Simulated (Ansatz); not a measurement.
# What Sr2Rh (Fm-3m) distorts into

Aim: this structure of Sr2Rh (Fm-3m) is to be tested for unstable modes, and one is followed downhill.

Main program and level: Ansatz 0.2.0; DFT PBEsol, scalar-relativistic, plane waves, PAW; PAW set soft_1.

Report form: the programs' logs are mostly left out.

### 1. Starting point

It takes space group Fm-3m (No. 225, cubic). The conventional cell has a = 7.194 Å, b = 7.194 Å, c = 7.194 Å, α = 90.00°, β = 90.00°, γ = 90.00°. Nearest to Sr lie 4 Rh at 3.12 Å. Nearest to Rh lie 8 Sr at 3.12 Å. Farther neighbours are not listed.

### 2. The dispersion

The cell comes from relaxations at this level that are not shown. Stability and thermal properties need the whole zone. Linear response on a 4×4×4 q mesh gives force constants as far as a supercell of that size would.

Contents of input.yaml:

```yaml
crystal:
  lattice:
    - [0.0, 3.5971824176, 3.5971824176]
    - [3.5971824176, 0.0, 3.5971824176]
    - [3.5971824176, 3.5971824176, 0.0]
  atoms:
    - { symbol: Sr, position: [0.75, 0.75, 0.75] }
    - { symbol: Sr, position: [0.25, 0.25, 0.25] }
    - { symbol: Rh, position: [0.0, 0.0, 0.0] }
kpoints:
  mp_grid: { grid: [12, 12, 12] }
hamiltonian:
  xc: pbesol
  pseudopotentials: { kind: paw, azcp: { folder: soft_1 }, xc_functional: pbe }
scf:
  occupations: { method: methfessel_paxton, width: 0.2 }
output:
  eigenvalues: true
phonons:
  method: dfpt
  qmesh: [4, 4, 4]
  temperatures: { t_max: 1000, t_step: 50 }
  qpath:
    path:
      - [[0.0, 0.0, 0.0], [0.5, 0.0, 0.5], [0.625, 0.25, 0.625]]
      - [[0.375, 0.375, 0.75], [0.0, 0.0, 0.0], [0.5, 0.5, 0.5], [0.5, 0.25, 0.75], [0.5, 0.0, 0.5]]
    npoints: 10
```

On the command line:

```console
$ ansatz run input.yaml --threads 4 --pin off --max-ram 10240MiB --backend cpu --events-out ev --progress --plain --runs-dir out
```

Run time: 12 min. Hardware: 4 threads of Arm Neoverse V2, shared host; peak memory 6 GiB; 48 min of CPU time.

This step gave:

```
volume per atom                                         : 31.03 Å³
gap on the k-mesh                                       : 0 eV
sum-rule residual before enforcement                    : 2.75e-5 eV/Å²
lowest frequency on the path                            : -29.16 cm⁻¹
point group                                             : m-3m
highest frequency on the path or at a solved wavevector : 149.9 cm⁻¹
highest optical mode at the zone centre (no LO-TO term) : 126.0 cm⁻¹
lowest optical zone-centre mode                         : 102.0 cm⁻¹
lowest mode on the q mesh (acoustic modes at Γ apart)   : -29.16 cm⁻¹
```

Frequencies (cm⁻¹) solved at each irreducible wavevector; negative means imaginary. Frequencies by wavevector, by row:

```tsv
q in reciprocal lattice units	star	mode 1	mode 2	mode 3	mode 4	mode 5	mode 6	mode 7	mode 8	mode 9
0 0 0	1	0	0	0	102	102	102	126	126	126
0 0 0.25	8	42.3	42.3	55.1	100.2	100.2	103.1	118.3	118.3	118.5
0 0 -0.5	4	61.6	61.6	88.2	102.3	103.9	103.9	104.1	104.1	108.3
0 0.25 0.25	6	24	24	77.2	88.1	92.2	92.2	121.5	127.9	127.9
0 0.25 -0.5	24	46.9	54.6	56.7	82.4	85.3	95	120.3	123.5	139.5
0 0.25 -0.25	12	24.5	64.8	84.1	88.3	92.7	94.1	109.4	111	138.9
0 -0.5 -0.5	3	-29.2	43.8	43.8	77.2	77.2	100	130.2	130.2	146.3
0.25 -0.5 -0.25	6	25.6	26	74.6	89.1	89.1	97.6	97.6	129.5	149.9
```

Interpolated from a 4×4×4 q mesh. The phonon branches at the labelled points (cm⁻¹):

```tsv
point	branch 1	branch 2	branch 3	branch 4	branch 5	branch 6	branch 7	branch 8	branch 9
Γ	0	0	0	102	102	102	126	126	126
halfway	24	24	77	88	92	92	122	128	128
X	-29	44	44	77	77	100	130	130	146
halfway	-25	48	49	76	80	99	127	128	147
U	-11	58	63	74	85	97	121	124	147
jump to K	-11	58	63	74	85	97	121	124	147
halfway	22	56	70	93	105	106	107	107	133
Γ	0	0	0	102	102	102	126	126	126
halfway	42	42	55	100	100	103	118	118	118
L	62	62	88	102	104	104	104	104	108
halfway	50	56	70	84	96	99	100	124	138
W	26	26	75	89	89	98	98	130	150
halfway	-20	40	62	76	82	98	121	130	148
X	-29	44	44	77	77	100	130	130	146
```

Symmetry leaves 8 wavevectors to solve. The lowest mode among them, the acoustic zeros apart, lies at q = (0, -0.5, -0.5) and is imaginary, 29.2i cm⁻¹, so the energy falls along it.

### 3. The mode frozen in, largest atomic shift 0 Å

The mode followed lies at q = (0, -0.5, -0.5) with frequency 29.2i cm⁻¹, the softest among the wavevectors solved. At small amplitude the distorted cell has space group no. 137 by a symmetry search on the positions. The undistorted cell that holds it gives the zero of energy on the same k mesh.

System of this step: Sr2Rh. It takes space group Fm-3m (No. 225, cubic). The conventional cell has a = 7.194 Å, b = 7.194 Å, c = 7.194 Å, α = 90.00°, β = 90.00°, γ = 90.00°. Nearest to Sr lie 4 Rh at 3.12 Å. Rh has 8 Sr at 3.12 Å nearest. Farther neighbours are not listed.

input.yaml, the sections that differ from step 2:

```yaml
crystal:
  lattice:
    - [0.0, -3.5971824176, -3.5971824176]
    - [0.0, 3.5971824176, -3.5971824176]
    - [7.1943648352, 0.0, 0.0]
  atoms:
    - { symbol: Sr, position: [0.0, 0.5, 0.25] }
    - { symbol: Sr, position: [0.5, 0.0, 0.75] }
    - { symbol: Sr, position: [0.0, 0.5, 0.75] }
    - { symbol: Sr, position: [0.5, 0.0, 0.25] }
    - { symbol: Rh, position: [0.5, 0.5, 0.5] }
    - { symbol: Rh, position: [0.0, 0.0, 0.0] }
kpoints:
  mp_grid: { grid: [8, 8, 6] }
output:
  forces: true
  stress: true
  eigenvalues: true
# hamiltonian, scf: as in step 2
# phonons: removed
```

Elapsed: 7.8 s, on 4 threads; peak memory 0.69 GiB.

Numbers from this step:

```
pressure                         : -0.008842 GPa
energy from the undistorted cell : 0 meV/atom
```

The run ends at a pressure of -0.01 GPa.

### 4. The mode frozen in, largest atomic shift 0.32 Å

The atoms are moved along the unstable eigenvector, the largest shift by 0.32 Å, with the cell fixed.

input.yaml, the sections that differ from step 3:

```yaml
crystal:
  lattice:
    - [0.0, -3.5971824176, -3.5971824176]
    - [0.0, 3.5971824176, -3.5971824176]
    - [7.1943648352, 0.0, 0.0]
  atoms:
    - { symbol: Sr, position: [0.0, 0.5, 0.2055207433] }
    - { symbol: Sr, position: [0.5, 0.0, 0.7944792567] }
    - { symbol: Sr, position: [0.0, 0.5, 0.7055207433] }
    - { symbol: Sr, position: [0.5, 0.0, 0.2944792567] }
    - { symbol: Rh, position: [0.5, 0.5, 0.5] }
    - { symbol: Rh, position: [0.0, 0.0, 0.0] }
# kpoints, hamiltonian, scf, output: as in step 3
```

The job ended after 7.8 s (4 threads; peak memory 0.7 GiB; 30 s of CPU time).

Numbers from this step:

```
pressure                         : 0.2938 GPa
energy from the undistorted cell : -4.482 meV/atom
```

The energy, extrapolated to zero smearing, is -4.48 meV/atom against the undistorted cell.

The run ends at a pressure of 0.29 GPa, with forces up to 0.0069 eV/Å.

### 5. Energy along the mode, all amplitudes (two of the runs are shown above)

An imaginary frequency means negative curvature, so the energy should fall and then rise again as anharmonic terms take over.

This step gave:

* depth at the lowest point sampled: 4.482 meV/atom
* largest atomic shift at that point: 0.32 Å

The energy from the parent by largest atomic shift:

```tsv
largest atomic shift (Å)	energy from the parent (meV/atom)
0.000	0
0.040	-0.172
0.080	-0.659
0.140	-1.80
0.220	-3.50
0.320	-4.48
0.450	-0.212
0.600	19.7
```

Displacement at unit largest shift by atom:

```tsv
atom	x (Å)	y (Å)	z (Å)	size
Sr1	-1.00	0.00	0.00	1.00
Sr2	1.00	0.00	0.00	1.00
Sr3	-1.00	0.00	0.00	1.00
Sr4	1.00	0.00	0.00	1.00
Rh5	0.00	0.00	0.00	0.00
Rh6	0.00	0.00	0.00	0.00
```

The lowest of the steps tried is at 0.32 Å, 4.48 meV/atom below the parent; the bottom of the well need not coincide with a step.

### 6. Relaxation from the frozen mode

Starting from the lowest point found, all atoms and the cell are let go, so that strain and other modes of the same symmetry can join in.

input.yaml, as its differences from that of step 4:

```diff
@@ -23 +23,6 @@
   eigenvalues: true
+relax:
+  adjacent_minimum: "off"
+  f_tol: 0.002
+  max_steps: 120
+  cell: { stress_tol: 0.03 }
```

Elapsed: 41 s, on 4 threads; peak memory 0.74 GiB.

Relaxation path:

```tsv
step	energy less that of the first step (eV)	largest force component (eV/Å)	pressure (GPa)	volume (Å³)
1	0.0000	0.0069	0.29	186.19
2	-0.0092	0.0285	0.00	187.78
3	-0.0106	0.0185	0.01	187.79
4	-0.0123	0.0000	0.04	188.17
5	-0.0123	0.0001	0.00	188.42
6*	-0.0124	0.0001	0.00	188.42
```

Relaxation steps marked * repeat the geometry before them on a plane-wave basis chosen anew for their cell, so energy and pressure can jump there.

Forces are held to the 16 operations that the run works with; a distortion that breaks them can't arise in this run.

```tsv
conventional cell, symmetrised	before	after	change
a (Å)	5.087	5.067	-0.4 %
b (Å)	5.087	5.067	-0.4 %
c (Å)	7.194	7.340	+2.0 %
volume (Å³/atom)	31.03	31.40	+1.2 %
```

The atoms that moved most (Å, as changes of fractional coordinates times the final cell):

```tsv
atom	dx	dy	dz	length
Sr4	0.047	0.000	0.000	0.047
Sr1	-0.047	0.000	0.000	0.047
Sr3	-0.047	0.000	0.000	0.047
Sr2	0.047	0.000	0.000	0.047
```

The relaxed structure:

```xyz
6
Lattice="0.0000 -3.5826 -3.5826 0.0000 3.5826 -3.5826 7.3399 0.0000 0.0000" Properties=species:S:1:pos:R:3 pbc="T T T"
Sr    1.4614    1.7913   -1.7913
Sr    5.8785   -1.7913   -1.7913
Sr    5.1313    1.7913   -1.7913
Sr    2.2086   -1.7913   -1.7913
Rh    3.6699    0.0000   -3.5826
Rh    0.0000    0.0000    0.0000
```

This step gave:

- pressure: -5.77e-4 GPa
- volume per atom: 31.40 Å³

The distorted start has space group P4_2/nmc; the relaxation ends in P4_2/nmc.

### 7. The new phase in its own primitive cell

The relaxed structure is symmetrised, reduced to its primitive cell and relaxed tightly, as its phonons need.

input.yaml, the sections that differ from step 6:

```yaml
crystal:
  lattice:
    - [5.0665770613, 0.0, 0.0]
    - [0.0, 5.0665770613, 0.0]
    - [0.0, 0.0, 7.3398889929]
  atoms:
    - { symbol: Sr, position: [0.0, 0.5, 0.199101851] }
    - { symbol: Sr, position: [0.5, 0.0, 0.800898149] }
    - { symbol: Sr, position: [0.0, 0.5, 0.699101851] }
    - { symbol: Sr, position: [0.5, 0.0, 0.300898149] }
    - { symbol: Rh, position: [0.5, 0.5, 0.5] }
    - { symbol: Rh, position: [0.0, 0.0, 0.0] }
relax:
  adjacent_minimum: "off"
  f_tol: 0.001
  max_steps: 60
  cell: { stress_tol: 0.01 }
# kpoints, hamiltonian, scf, output: as in step 6
```

Wall time 17 s (4 threads); peak memory 0.73 GiB; 68 s of CPU time.

Little changed from the start: no atom moved by 0.005 Å and no cell edge by 0.1 %.

Numbers from this step:

| Quantity | Value |
| --- | --- |
| pressure | -5.78e-4 GPa |

The largest force component left is 0.13 meV/Å and the pressure is -0.001 GPa, within the tolerances set. The cell now holds 31.40 Å³/atom.

### 8. Modes of the new phase, k-mesh 8×8×6

A relaxed structure may still be a saddle point, so its zone-centre modes are computed. No field response is asked, since the mesh shows no gap.

input.yaml, as its differences from that of step 7:

```diff
@@ -20,9 +20,4 @@
 output:
-  forces: true
-  stress: true
   eigenvalues: true
-relax:
-  adjacent_minimum: "off"
-  f_tol: 0.001
-  max_steps: 60
-  cell: { stress_tol: 0.01 }
+phonons:
+  method: dfpt
```

Wall time 1.9 min (4 threads); peak memory 2.5 GiB.

This step gave:

- sum-rule residual before enforcement: 7.83e-5 eV/Å²
- point group: 4/mmm
- highest optical mode at the zone centre (no LO-TO term): 141.6 cm⁻¹
- lowest optical zone-centre mode: 37.45 cm⁻¹

Patterns of degenerate modes are one choice out of their space. Modes at Γ, with each element's share of the kinetic energy:

```tsv
mode	frequency (cm⁻¹)	symmetry	Sr %	Rh %
1	0.0	acoustic	63	37
2	0.0	acoustic	63	37
3	0.0	acoustic	63	37
4	37.5	Eu	92	8
5	37.5	Eu	92	8
6	46.1	A1g	100	0
7	75.0	Eg	6	94
8	75.0	Eg	6	94
9	89.8	A2u	37	63
10	90.9	B1g	7	93
11	108.3	Eg	99	1
12	108.3	Eg	99	1
13	112.5	Eu	45	55
14	112.5	Eu	45	55
15	126.8	B1g	93	7
16	141.0	Eg	95	5
17	141.0	Eg	95	5
18	141.6	B2u	100	0
```

Displacements in mode 4 (37.5 cm⁻¹), the largest set to 1:
```
Sr1  0.10 -0.62  0.00
Sr2 -0.06  1.00  0.00
Sr3 -0.06  1.00  0.00
Sr4  0.10 -0.62  0.00
Rh5 -0.03 -0.32  0.00
Rh6 -0.03 -0.32  0.00
```

Displacements in mode 18 (141.6 cm⁻¹), the largest set to 1:
```
Sr1  0.00  0.00 -1.00
Sr2  0.00  0.00  1.00
Sr3  0.00  0.00  1.00
Sr4  0.00  0.00 -1.00
Rh5  0.00  0.00  0.00
Rh6  0.00  0.00  0.00
```

Before it was imposed, the acoustic sum rule was missed by 7.8e-5 eV/Å². Small misses are needed for a sound result but don't prove that mesh and cutoff are converged. The lowest optical mode is real, 37.5 cm⁻¹.

### 9. The phases reached

The phases reached along the modes that were followed are set side by side.

Energies are those of the first relaxation, on the mesh of the frozen mode; space group, volume and gap are those of the last relaxation. Phases, by row:

```tsv
mode frozen in	space group	energy from parent (meV/atom)	volume (Å³/atom)	gap on mesh (eV)	lowest zone-centre optical mode (cm⁻¹)	largest shift (Å)
parent	Fm-3m	0	31.03	0	–	–
q = (0, -0.5, -0.5), 29i cm⁻¹	P4_2/nmc	-6.72	31.4	0	37.5	0.374
```

### 10. Results

```
unstable mode of the parent                                                      : q = (0, -0.5, -0.5), 29i cm⁻¹
depth at the lowest point sampled                                                : 4.48 meV/atom
largest atomic shift at that point                                               : 0.32 Å
space group reached (within 0.01 Å)                                              : P4_2/nmc
energy gained over the parent (first relaxation, on the mesh of the frozen mode) : 6.72 meV/atom
volume per atom, phase reached                                                   : 31.4 Å³
lowest optical zone-centre mode, phase reached                                   : 37.5 cm⁻¹
highest optical mode at the zone centre (no LO-TO term), phase reached           : 142 cm⁻¹
```

**Reading.** Along this mode the structure falls into P4_2/nmc, 6.72 meV/atom below the parent. At the parent's cell the well is 4.482 meV/atom deep on the steps tried, with its lowest point at a shift of 0.32 Å. Relaxing atoms and cell changes the gain by +2.23 meV/atom against the lowest step (energies at zero smearing). The new phase has no imaginary mode at the zone centre of its cell; other wavevectors were not checked. Each path keeps the symmetry of its pattern, so a lower phase may lie along a pattern not tried. With no gap, or one that is small against the smearing, the frequencies hang on the k mesh and the smearing, most of all near Kohn anomalies. The phonon runs are without spin polarisation, although the cell has an odd electron count. The PAW files were made for PBE and serve the other functionals too.

[Logs are printed without paths, hosts, clocks, repeated set-up lines and the standing remarks that a program may print on its own settings, such as how far it seeks lower states.]

[Hosts, paths, dates, database ids (printed as entryN), source tags and the programs' standing remarks are cut or masked in the printed files.]
